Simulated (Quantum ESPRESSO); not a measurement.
# Dipole at the next field: 1T-SiSTe, 1 layer

**Set-up.** Quantum ESPRESSO 7.5, RPBE, GBRV ultrasoft, PBE files; sawtooth field along the normal with dipole correction, ions clamped, threshold 1e-9 Ry; cell area 10.766 Å².

```tsv
field (V/Å)	dipole (e Å a cell)
0	−0.04153
0.1	−0.00974
0.2	0.02230
```

One more run was made and is withheld. What is the dipole at −0.2 V/Å, and what electrostatic thickness 4πα/A follows from the rows?

By hand: The slope is (0.02230 − (−0.04153))/0.2 = 0.3191 e Å²/V, so 4πα/A = 180.95 × 0.3191/10.766 = 5.36 Å. Linear response gives p = −0.04153 + 0.3191 × (−0.2) = −0.10536 e Å; a parabola through the three rows gives −0.10436.

**Check.** p = −0.10526 e Å. The line misses by 0.2 % of the induced dipole and the parabola by 1.4 %. The response is linear over this range.

**Limits.** Electrons alone respond; local and semilocal functionals tend to overscreen.

[Logs are printed without paths, hosts, clocks, repeated set-up lines and the standing remarks that a program may print on its own settings, such as how far it seeks lower states.]
